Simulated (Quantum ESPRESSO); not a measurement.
## C, diamond: the electronic dielectric constant against pressure

How does ε∞, from linear response (ph.x, fixed occupations, ions clamped), follow the pressure?

Calculated with Quantum ESPRESSO 7.5, PBEsol, GBRV 1.5 ultrasoft potentials, cutoff 680 eV, Fermi–Dirac smearing 0.02 eV, k-mesh 13×13×13, no spin polarisation, no spin-orbit coupling.

Reference cell, relaxed at zero pressure with PBEsol (Fd-3m): a = 2.5135 Å, b = 2.5135 Å, c = 2.5135 Å, α = 60.00°, β = 60.00°, γ = 60.00°.

```csv
atom,x,y,z
C,0.5000,0.5000,0.5000
C,0.7500,0.7500,0.7500
```

| pressure (GPa) | V (Å³/atom) | ε∞ | gap (eV) |
| --- | --- | --- | --- |
| −4 | 5.666 | 5.855 | 4.017 |
| 0 | 5.616 | 5.842 | 4.037 |
| 10 | 5.496 | 5.810 | 4.087 |
| 15 | 5.441 | 5.796 | 4.110 |
| 20 | 5.389 | 5.783 | 4.132 |
| 30 | 5.289 | 5.758 | 4.176 |

**Question.** Give the ε∞ and the long-wavelength refractive index at x = 5, a row left out above (x is the first column).

Least squares with ε = e0 + e1 x + e2 x² gives e0 = 5.8417, e1 = −0.0032948 and e2 = 1.699e-05. At x = 5 this is 5.826, so n = √ε = 2.414. The run itself gives 5.825, so the estimate misses by 0.001, a rounding's worth.

Along the table the mean ε∞ rises wherever the smallest gap falls, which need not be its cause. Semilocal functionals tend to give ε∞ too large, the k-mesh wasn't converged for it (a zone-centred mesh of this size overestimates it where the gap is small), and with no polar modes the static constant is the same here.

[Logs are printed without paths, hosts, clocks, repeated set-up lines and the standing remarks that a program may print on its own settings, such as how far it seeks lower states.]
